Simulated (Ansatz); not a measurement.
# What Mo2CO2 monolayer distorts into

Which phase does Mo2CO2 monolayer fall into along its unstable mode, and how much energy does it gain?

Calculated with Ansatz 0.2.0; DFT PBE, scalar-relativistic, plane waves, PAW; PAW set soft_1.

**1. The starting structure**

The cell holds 5 atoms: 1 C, 2 Mo and 2 O. Its edges and angles: a = 3.093 Å, b = 3.093 Å, c = 32.600 Å, α = 90.0°, β = 90.0°, γ = 120.0°. Vacuum lies along c.

**2. The dispersion**

The cell comes from relaxations at this level that are not shown. Stability and thermal properties need the whole zone. Linear response on a 4×4×1 q mesh gives force constants as far as a supercell of that size would.

Input file input.yaml:

```yaml
crystal:
  lattice:
    - [3.0933938177, 0.0, 0.0]
    - [-1.5466969089, 2.67895763, 0.0]
    - [0.0, 0.0, 32.6]
  atoms:
    - { symbol: C, position: [0.0, 0.0, 0.3067484663] }
    - { symbol: Mo, position: [0.3333333333, 0.6666666667, 0.3409941963] }
    - { symbol: Mo, position: [0.6666666667, 0.3333333333, 0.2725027363] }
    - { symbol: O, position: [0.6666666667, 0.3333333333, 0.3752807339] }
    - { symbol: O, position: [0.3333333333, 0.6666666667, 0.2382161987] }
  periodic: [true, true, false]
kpoints:
  mp_grid: { grid: [20, 20, 1] }
hamiltonian:
  xc: pbe
  pseudopotentials: { kind: paw, azcp: { folder: soft_1 } }
scf:
  occupations: { method: methfessel_paxton, width: 0.2 }
output:
  eigenvalues: true
phonons:
  method: dfpt
  qmesh: [4, 4, 1]
  temperatures: { t_max: 1000, t_step: 50 }
  qpath:
    path:
      - [0.0, 0.0, 0.0]
      - [0.5, 0.0, 0.0]
      - [0.33333333, 0.33333333, 0.0]
      - [0.0, 0.0, 0.0]
    npoints: 10
```

Launch:

```
$ ansatz run input.yaml --threads 4 --pin off --max-ram 16384MiB --backend cpu --events-out ev --progress --plain --runs-dir out
```

Numbers of over 12 decimals in the logs are rounded to 6 here.

The log of the run:

```text
Warning: crystal.symmetry: narrowed to the stabiliser of the run's FFT grids — unitary ops 12 → 6. A phonons.method: dfpt run fills in the rows of the dynamical matrix that it does not solve by its symmetry operations, which is exact only for operations that map its FFT grids onto themselves: filled in by any other, the frequencies could depend on the order in which like atoms are typed, or, by more than the grids' own error, on where the crystal sits among the grids' points. Excluded: 6 operations. The run can therefore solve more perturbations, solve them on more k-points, or both, and cost more. [rest of the remark cut]
Engine: ansatz 0.2.0, aarch64-unknown-linux-gnu
Pseudopotentials: kind: paw
Pseudopotential: C, paw, valence charge 4, recommended cutoff 420 eV (normal), soft_1/C.paw.azcp
Pseudopotential: Mo, paw, valence charge 14, recommended cutoff 420 eV (normal), soft_1/Mo.paw.azcp
Pseudopotential: O, paw, valence charge 6, recommended cutoff 420 eV (normal), soft_1/O.paw.azcp
Functional definition: PBE
  parameter kappa = 0.804
  parameter beta = 0.066725
  exchange = pbe_x(kappa = kappa, mu = beta*pi^2/3)
  correlation = pbe_c(beta = beta)
Crystal: 5 atoms, lattice volume = 270.159 Å³
Basis set: ecut = 420 eV, 5257 PW (Γ), exchange–correlation on 48×48×450 points (8 copies of the dense FFT grid, shifted against one another)
Bands: 27, of which v1, the nominal top of the filled ones, is band 22 counted from 1 (21 counted from 0)
Symmetry: 12 space group operations
k-points: 44 of 400 (irreducible under 6 space group operations, time reversal used)
Non-local potential: C, projectors of the file, l = 0: 2, l = 1: 2, l = 2: 1
Non-local potential: Mo, projectors of the file, l = 0: 3, l = 1: 2, l = 2: 2, l = 3: 1
Non-local potential: O, projectors of the file, l = 0: 2, l = 1: 2, l = 2: 1
PAW form: soft (Blöchl's): semilocal exchange-correlation on the pseudo side does not see the compensation charge
PAW one-centre angular grid: C, 110 points (default); XC on 64 Gauss nodes
PAW one-centre angular grid: Mo, 590 points (default); XC on 64 Gauss nodes
PAW one-centre angular grid: O, 110 points (default); XC on 64 Gauss nodes
Initial density: superposition of atomic densities (neutral atoms: chi_scale 0, normalization atom)
Initial wavefunctions: pseudopotential atomic-orbital guess
Functional: x = pbe(κ = 0.804, μ = 0.219515), c = pbe(β = 0.066725)
SCF iter   1: F=—  HF=-11307.328360 eV  |F-HF|=—  |Δ(HF+E_count)|=         —  Δρ=1.07e-1  dr2=3.91e1  ethr=3.10e-3  ⟨swp⟩=11.8  Hψ=8913  notcnv=0
preconditioner: auto → LDOS  [metal: Δε(μ)=0.087 eV  Ē_g=10.948 eV  σ=0.200 eV  W_gap=0.35  n_scr=20 (ndim 8)  ℏωp=12.0 eV  f_vac=0.768  D(μ)=1.25/eV (n_scr^D=8)  β→1.0]
SCF iter   2: F=—  HF=-11312.629741 eV  |F-HF|=—  |Δ(HF+E_count)|=    5.30e0  S|Δr|=    0.00e0  Δρ=2.04e-1  dr2=1.48e2  ethr=3.10e-3  ⟨swp⟩=6.4  Hψ=5234  notcnv=0  defer=5  recentre
SCF iter   3: F=—  HF=-11298.684948 eV  |F-HF|=—  |Δ(HF+E_count)|=    1.39e1  S|Δr|=    0.00e0  Δρ=3.82e-2  dr2=5.79e0  ethr=3.10e-3  ⟨swp⟩=5.6  Hψ=4865  notcnv=0
SCF iter   4: F=—  HF=-11297.575154 eV  |F-HF|=—  |Δ(HF+E_count)|=    1.11e0  S|Δr|=    0.00e0  Δρ=1.27e-2  dr2=6.67e-1  ethr=3.10e-3  ⟨swp⟩=3.8  Hψ=3203  notcnv=0
SCF iter   5: F=—  HF=-11297.482860 eV  |F-HF|=—  |Δ(HF+E_count)|=   9.23e-2  S|Δr|=    0.00e0  Δρ=4.98e-3  dr2=1.37e-1  ethr=1.52e-3  ⟨swp⟩=2.3  Hψ=1873  notcnv=0
SCF iter   6: F=—  HF=-11297.464976 eV  |F-HF|=—  |Δ(HF+E_count)|=   1.79e-2  S|Δr|=    0.00e0  Δρ=1.53e-3  dr2=1.34e-2  ethr=3.11e-4  ⟨swp⟩=2.7  Hψ=2207  notcnv=0
SCF iter   7: F=—  HF=-11297.463986 eV  |F-HF|=—  |Δ(HF+E_count)|=   9.90e-4  S|Δr|=    0.00e0  Δρ=4.62e-4  dr2=1.17e-3  ethr=3.05e-5  ⟨swp⟩=3.4  Hψ=2821  notcnv=0
SCF iter   8: F=—  HF=-11297.463713 eV  |F-HF|=—  |Δ(HF+E_count)|=   2.73e-4  S|Δr|=    0.00e0  Δρ=1.60e-4  dr2=1.37e-4  ethr=2.66e-6  ⟨swp⟩=3.6  Hψ=2726  notcnv=0
SCF iter   9: F=—  HF=-11297.463707 eV  |F-HF|=—  |Δ(HF+E_count)|=   5.46e-6  S|Δr|=    0.00e0  Δρ=1.18e-4  dr2=6.84e-5  ethr=3.12e-7  ⟨swp⟩=3.0  Hψ=2574  notcnv=0
SCF iter  10: F=—  HF=-11297.463697 eV  |F-HF|=—  |Δ(HF+E_count)|=   1.00e-5  S|Δr|=    0.00e0  Δρ=1.44e-5  dr2=5.87e-7  ethr=1.55e-7  ⟨swp⟩=3.2  Hψ=2165  notcnv=0
SCF iter  11: F=—  HF=-11297.463694 eV  |F-HF|=—  |Δ(HF+E_count)|=   2.86e-6  S|Δr|=    0.00e0  Δρ=1.21e-5  dr2=3.75e-7  ethr=1.33e-9  ⟨swp⟩=4.3  Hψ=3619  notcnv=0
SCF iter  12: F=—  HF=-11297.463694 eV  |F-HF|=—  |Δ(HF+E_count)|=   7.07e-8  S|Δr|=    0.00e0  Δρ=5.13e-6  dr2=6.75e-8  ethr=8.53e-10  ⟨swp⟩=3.0  Hψ=2102  notcnv=0
SCF iter  13: F=—  HF=-11297.463694 eV  |F-HF|=—  |Δ(HF+E_count)|=   1.46e-8  S|Δr|=    0.00e0  Δρ=9.69e-7  dr2=2.44e-9  ethr=1.53e-10  ⟨swp⟩=3.7  Hψ=2958  notcnv=0
SCF iter  14: F=—  HF=-11297.463694 eV  |F-HF|=—  |Δ(HF+E_count)|=  5.02e-10  S|Δr|=    0.00e0  Δρ=3.10e-7  dr2=2.47e-10  ethr=5.55e-12  ⟨swp⟩=3.6  Hψ=2829  notcnv=0
SCF iter  15: F=—  HF=-11297.463694 eV  |F-HF|=—  |Δ(HF+E_count)|=  7.64e-11  S|Δr|=    0.00e0  Δρ=1.24e-7  dr2=1.83e-11  ethr=1.00e-12  ⟨swp⟩=3.8  Hψ=2825  notcnv=0
SCF iter  16: F=-11297.463694 eV  HF=-11297.463694 eV  |F-HF|=5.64e-11  |Δ(HF+E_count)|=  8.19e-11  S|Δr|=    0.00e0  Δρ=1.21e-8  dr2=2.47e-13  ethr=1.00e-12  ⟨swp⟩=15.2  Hψ=10370  notcnv=0
SCF 1 converged in 16 iterations: F = -11297.463694 eV  dr2 = 2.47e-13
  greatest PAW one-centre occupation: 0.999 electrons in one spin orbital (limit 2), on the Mo atom at site 2 (counted from 0), in its partial waves of l = 0
phonons: the bands overlap, so this run is a metal and interpolates without the dipole-dipole term. If the crystal is really an insulator or semiconductor, its LO-TO splitting is missing
NSCF: frozen V_eff on 44 k-points
NSCF: frozen V_eff on 111 k-points
DFPT response loops at q = (0, 0, 0) (fractional): preconditioner auto → none (partly filled bands, converged f_vac=0.778); β = 0.50; Broyden in place of MSR1
NSCF: frozen V_eff on 420 k-points
DFPT response loops at q = (0, 0.25, 0) (fractional): mixed as the last ones told, above
NSCF: frozen V_eff on 222 k-points
DFPT response loops at q = (0, -0.5, 0) (fractional): mixed as the last ones told, above
NSCF: frozen V_eff on 800 k-points
DFPT response loops at q = (0.25, 0.25, 0) (fractional): mixed as the last ones told, above
SCF converged after 16 iterations
Stability not checked: this state was not tested for a lower state beside it, because cold or Methfessel-Paxton smearing, or corrected tetrahedra, fill the levels in a way that the test cannot read (fill_not_monotonic; see scf.lower_state_search)
Free energy (F): -11297.463694 eV
Harris-Foulkes:  -11297.463694 eV  (|F-HF|=5.64e-11)
Internal energy: -11297.465212 eV  (E = F + TS)
E sigma→0 (E₀):  -11297.464074 eV
Entropy (-TS):   0.001518 eV (0.304 meV/atom)
Fermi energy:    -6.341152 eV
--- Per-component energies (eV) ---
  E_band       = -1162.767957
  E_kinetic    = 1265.568642
  E_local      = -137220.407414  (includes V_loc(G=0)·N_el)
  E_nonlocal   = 421.375917
  E_hartree    = 67729.918266
  E_xc         = -542.543400
  E_vxc        = -679.948878  (∫ρ·V_xc dr)
  E_paw        = -6845.871083  (= ΣΔE_a)
  E_vpaw       = -409.194370  (= ΣTr[D̂ρ^β])
  E_aug_tail   = 0.001640  (compensation charges beyond the density's cutoff)
  E_ewald      = 63894.492221
  E_smearing   = 0.001518  (= −TS)
  E_closure    = 0.000000  (closes the sum)
  Σ components = -11297.463694   (vs F -11297.463694, Δ=0.00e0)
--- Band table (eV; the first three rows and the last of 44) ---
  k-point 0: bands = [... 18 lower, -8.6391, -8.6391, -8.5582, -8.5582, -6.8898, -6.0142, -6.0142, -4.4440, ... 1 higher]
  k-point 1: bands = [... 18 lower, -9.0480, -8.6232, -8.2347, -8.1487, -6.8898, -5.9832, -5.9517, -4.4087, ... 1 higher]
  k-point 2: bands = [... 18 lower, -9.4509, -8.5586, -8.0995, -7.7487, -6.7919, -5.8733, -5.8190, -4.4632, ... 1 higher]
  k-point 43: bands = [... 18 lower, -10.4381, -10.1452, -7.0590, -6.7172, -6.7131, -4.8866, -4.8014, -4.2189, ... 1 higher]
--- Phonons (Γ-DFPT): 10 representative perturbations + reference (Σ response iterations 55) ---
  ASR residual: 2.966e-5 → 0.000e0 eV/Å²; symmetrization residual: 7.480e-6 eV/Å²
  The last average, over the group as it would stand without the narrowing to the FFT grids, took up to 1.018e-6 eV/Å² of the zone centre's force constants
  ASR residual per site (eV/Å²): 2.49e-5 2.97e-5 2.94e-5 4.60e-6 5.06e-6
  Γ frequencies (cm⁻¹): 0.00 0.00 0.00 149.60 149.60 267.35 300.79 300.79 329.78 329.78 515.88 529.28 622.33 732.28 732.28
--- Phonons (arbitrary-q DFPT): 4 irreducible q on the 4×4×1 mesh ---
  q = [0.0000, 0.0000, 0.0000] (star 1, of the zone-centre solve; hermiticity 5.58e-7, symmetrization 5.02e-11, taken by the last average 3.80e-8): 0.00 0.00 0.00 149.60 149.60 267.35 300.79 300.79 329.78 329.78 515.88 529.28 622.33 732.28 732.28
  q = [0.0000, 0.2500, 0.0000] (star 6, 15 solved perturbations on 210 of 400 k-point pairs; hermiticity 3.97e-7, symmetrization 1.60e-10, taken by the last average 6.03e-8): -60.71 35.39 86.69 121.91 141.66 226.62 310.89 314.87 337.92 373.59 489.73 500.98 627.72 733.64 734.35
  q = [0.0000, -0.5000, 0.0000] (star 3, 15 solved perturbations on 111 of 400 k-point pairs; hermiticity 6.80e-7, symmetrization 2.04e-10, taken by the last average 1.04e-7): -131.65 -97.39 61.31 119.66 139.44 244.70 314.30 326.23 369.86 385.72 474.75 480.70 626.70 722.88 729.72
  q = [0.2500, 0.2500, 0.0000] (star 6, 10 solved perturbations in 3050 linear systems a pass and spin channel, the states on 400 of 400 k-point pairs; hermiticity 3.66e-7, symmetrization 9.90e-11, taken by the last average 8.51e-8): -143.16 -89.85 82.90 125.42 162.40 251.65 303.49 350.73 365.45 370.76 470.51 474.75 614.13 728.36 742.43
  sum rule: each row above includes the acoustic sum rule's correction from the zone centre's row sums; it moved no ω² by more than (0.75 cm⁻¹)²
  mesh force constants: q→R imaginary residual 5.29e-18; ASR residual 2.966e-5 → 0.000e0 eV/Å²; symmetrization residual 1.421e-14 eV/Å²
  interpolated dispersion: 31 rows × 15 modes
  density of states and harmonic sums: on the 24×24×1 q-mesh, interpolated from the force constants of a 4×4×1 supercell (no non-analytic term)
  largest difference from the sums on the solved wave vectors: F 1.46e-2 eV, S 2.05e-5 and C_V 5.86e-6 eV/K
  zero-point energy: 0.311806 eV/cell   skipped modes (ω ≤ 0): 99, of them read as no rigid motion or as one in doubt: 96 (1.615e0 modes/cell left out, lowest -143.16 cm⁻¹)   left out of the sums: 1.08e-1 of the cell's modes: C_V's classical limit lies that fraction below 3 k_B per atom; for a crystal, a wire or a layer, F and S can be off by more, and a phonons.interpolated_qmesh denser along its periods is the remedy for the sampling
```

It took 46 min on 4 threads of Arm Neoverse V1, shared host; peak memory 5.5 GiB.

This run has no spin polarisation, although Mo can carry a moment.

Numbers from this step:

```yaml
gap_on_the_k_mesh: 0 eV
sum_rule_residual_before_enforcement: 2.97e-5 eV/Å²
lowest_frequency_on_the_path: -143.9 cm⁻¹
point_group: -3m
highest_frequency_on_the_path_or_at_a_solved_wavevector: 742.4 cm⁻¹
area_per_atom: 1.657 Å²
highest_optical_mode_at_the_zone_centre_no_lo_to_term: 732.3 cm⁻¹
lowest_optical_zone_centre_mode: 149.6 cm⁻¹
lowest_mode_on_the_q_mesh_acoustic_modes_at_gamma_apart: -143.2 cm⁻¹
```

Frequencies (cm⁻¹) solved at each irreducible wavevector; negative means imaginary. Frequencies by wavevector, by row:

```tsv
q in reciprocal lattice units	star	mode 1	mode 2	mode 3	mode 4	mode 13	mode 14	mode 15
0 0 0	1	0	0	0	149.6	622.3	732.3	732.3
0 0.25 0	6	-60.7	35.4	86.7	121.9	627.7	733.6	734.4
0 -0.5 0	3	-131.7	-97.4	61.3	119.7	626.7	722.9	729.7
0.25 0.25 0	6	-143.2	-89.8	82.9	125.4	614.1	728.4	742.4
```

Interpolated from a 4×4×1 q mesh. The phonon branches at the labelled points (cm⁻¹):

```tsv
point	branch 1	branch 2	branch 3	branch 4	branch 12	branch 13	branch 14	branch 15
Γ	0	0	0	150	529	622	732	732
halfway	-61	35	87	122	501	628	734	734
M	-132	-97	61	120	481	627	723	730
halfway	-133	-108	75	131	472	615	728	737
K	-115	-68	-68	159	466	603	737	737
halfway	-110	58	76	120	492	626	731	739
Γ	0	0	0	150	529	622	732	732
```

Symmetry leaves 4 wavevectors to solve. The lowest mode among them, the acoustic zeros apart, lies at q = (0.25, 0.25, 0) and is imaginary, 143.2i cm⁻¹, so the energy falls along it.

**3. The mode frozen in, largest atomic shift 0 Å**

The mode followed lies at q = (0, -0.5, 0) with frequency 131.7i cm⁻¹, one of the unstable modes though not the softest. At small amplitude the distorted cell has space group no. 13 by a symmetry search on the positions. The undistorted cell that holds it gives the zero of energy on the same k mesh.

System of this step: Mo2CO2 monolayer. The cell holds 10 atoms: 2 C, 4 Mo and 4 O. Its edges and angles: a = 3.093 Å, b = 5.358 Å, c = 32.600 Å, α = 90.0°, β = 90.0°, γ = 90.0°. It derives from Mo2CO2. Vacuum lies along c.

Input file input.yaml:

```yaml
crystal:
  lattice:
    - [3.0933938177, 0.0, 0.0]
    - [0.0, 5.3579152601, 0.0]
    - [0.0, 0.0, 32.6]
  atoms:
    - { symbol: C, position: [0.0, 0.0, 0.3067484663] }
    - { symbol: C, position: [0.5, 0.5, 0.3067484663] }
    - { symbol: Mo, position: [0.0, 0.3333333333, 0.3409941963] }
    - { symbol: Mo, position: [0.5, 0.8333333333, 0.3409941963] }
    - { symbol: Mo, position: [0.5, 0.1666666667, 0.2725027363] }
    - { symbol: Mo, position: [1.0, 0.6666666667, 0.2725027363] }
    - { symbol: O, position: [0.5, 0.1666666667, 0.3752807339] }
    - { symbol: O, position: [1.0, 0.6666666667, 0.3752807339] }
    - { symbol: O, position: [0.0, 0.3333333333, 0.2382161987] }
    - { symbol: O, position: [0.5, 0.8333333333, 0.2382161987] }
  periodic: [true, true, false]
kpoints:
  mp_grid: { grid: [12, 8, 1] }
hamiltonian:
  xc: pbe
  pseudopotentials: { kind: paw, azcp: { folder: soft_1 } }
scf:
  occupations: { method: methfessel_paxton, width: 0.2 }
output:
  forces: true
  stress: true
  eigenvalues: true
```

The log of the run:

```text
[...]
Crystal: 10 atoms, lattice volume = 540.317 Å³
Basis set: ecut = 420 eV, 10567 PW (Γ), exchange–correlation on 48×72×450 points (8 copies of the dense FFT grid, shifted against one another)
Bands: 54, of which v1, the nominal top of the filled ones, is band 44 counted from 1 (43 counted from 0)
Symmetry: 8 space group operations
[...]
k-points: 35 of 96
[...]
k-point 0: bands = [... 40 lower, -8.5594, -8.5590, -8.5196, -6.8918, -6.0438, -6.0170, -6.0167, -6.0156, ... 6 higher]
  k-point 1: bands = [... 40 lower, -8.5302, -8.1810, -8.0443, -6.8824, -6.1426, -5.9672, -5.9625, -5.9241, ... 6 higher]
  k-point 2: bands = [... 40 lower, -8.5160, -8.0952, -7.5812, -6.6839, -6.3926, -5.8395, -5.7822, -5.7535, ... 6 higher]
  k-point 34: bands = [... 40 lower, -8.5199, -8.5199, -6.0436, -6.0436, -6.0156, -6.0156, -5.1325, -5.1325, ... 6 higher]
[key lines of the parts left out:]
SCF converged after 12 iterations
Free energy (F): -22594.928366 eV
Fermi energy:    -6.343878 eV
P = ½ c Tr σ = -0.0260 N/m
```

Wall time 32 s (4 threads); peak memory 1.5 GiB; 2.1 min of CPU time.

This step gave:

- energy from the undistorted cell: 0 meV/atom

**4. The mode frozen in, largest atomic shift 0.08 Å**

The atoms are moved along the unstable eigenvector, the largest shift by 0.08 Å, with the cell fixed.

input.yaml, the sections that differ from step 3:

```yaml
crystal:
  lattice:
    - [3.0933938177, 0.0, 0.0]
    - [0.0, 5.3579152601, 0.0]
    - [0.0, 0.0, 32.6]
  atoms:
    - { symbol: C, position: [-0.0258615633, 0.0, 0.3067484663] }
    - { symbol: C, position: [0.5258615633, 0.5, 0.3067484663] }
    - { symbol: Mo, position: [0.024371171, 0.3333333333, 0.3409941963] }
    - { symbol: Mo, position: [0.475628829, 0.8333333333, 0.3409941963] }
    - { symbol: Mo, position: [0.475628829, 0.1666666667, 0.2725027363] }
    - { symbol: Mo, position: [1.024371171, 0.6666666667, 0.2725027363] }
    - { symbol: O, position: [0.5072966036, 0.1666666667, 0.3752807339] }
    - { symbol: O, position: [0.9927033964, 0.6666666667, 0.3752807339] }
    - { symbol: O, position: [-0.0072966036, 0.3333333333, 0.2382161987] }
    - { symbol: O, position: [0.5072966036, 0.8333333333, 0.2382161987] }
  periodic: [true, true, false]
# kpoints, hamiltonian, scf, output: as in step 3
```

The log of the run:

```text
[...]
Crystal: 10 atoms, lattice volume = 540.317 Å³
Basis set: ecut = 420 eV, 10567 PW (Γ), exchange–correlation on 48×72×450 points (8 copies of the dense FFT grid, shifted against one another)
Bands: 54, of which v1, the nominal top of the filled ones, is band 44 counted from 1 (43 counted from 0)
Symmetry: 4 space group operations
[...]
k-points: 35 of 96
[...]
k-point 0: bands = [... 40 lower, -8.5632, -8.5584, -8.4333, -7.0538, -6.0592, -5.9995, -5.9430, -5.8731, ... 6 higher]
  k-point 1: bands = [... 40 lower, -8.5061, -8.1399, -8.0226, -7.0681, -6.0448, -5.9719, -5.8890, -5.8740, ... 6 higher]
  k-point 2: bands = [... 40 lower, -8.4771, -8.0561, -7.5936, -6.9869, -6.1025, -5.9354, -5.7330, -5.7293, ... 6 higher]
  k-point 34: bands = [... 40 lower, -8.5186, -8.5186, -5.9875, -5.9875, -5.9607, -5.9607, -5.0657, -5.0657, ... 6 higher]
[key lines of the parts left out:]
SCF converged after 12 iterations
Free energy (F): -22594.972008 eV
Fermi energy:    -6.278798 eV
P = ½ c Tr σ = 0.2700 N/m
```

The job ended after 36 s (4 threads; peak memory 1.5 GiB).

This step gave:

```
energy from the undistorted cell : -4.25 meV/atom
```

The energy, extrapolated to zero smearing, is -4.25 meV/atom against the undistorted cell.

**5. Energy along the mode, all amplitudes (two of the runs are shown above)**

An imaginary frequency means negative curvature, so the energy should fall and then rise again as anharmonic terms take over.

Numbers from this step:

* depth at the lowest point sampled: 4.25 meV/atom
* largest atomic shift at that point: 0.08 Å

The energy from the parent by largest atomic shift:

```tsv
largest atomic shift (Å)	energy from the parent (meV/atom)
0.0000	0
0.0400	-1.55
0.0800	-4.25
0.1400	-1.90
0.2200	23.4
```

Displacement at unit largest shift by atom:

```tsv
atom	x (Å)	y (Å)	z (Å)	size
C1	-1.00	0.00	0.00	1.00
C2	1.00	0.00	0.00	1.00
Mo3	0.94	0.00	0.00	0.94
Mo4	-0.94	0.00	0.00	0.94
Mo5	-0.94	0.00	0.00	0.94
Mo6	0.94	0.00	0.00	0.94
O7	0.28	0.00	0.00	0.28
O8	-0.28	0.00	0.00	0.28
O9	-0.28	0.00	0.00	0.28
O10	0.28	0.00	0.00	0.28
```

The lowest of the steps tried is at 0.08 Å, 4.25 meV/atom below the parent; the bottom of the well need not coincide with a step.

[end of part 1 of 2]

[Logs are printed without paths, hosts, clocks, repeated set-up lines and the standing remarks that a program may print on its own settings, such as how far it seeks lower states.]

[Hosts, paths, dates, database ids (printed as entryN), source tags and the programs' standing remarks are cut or masked in the printed files.]
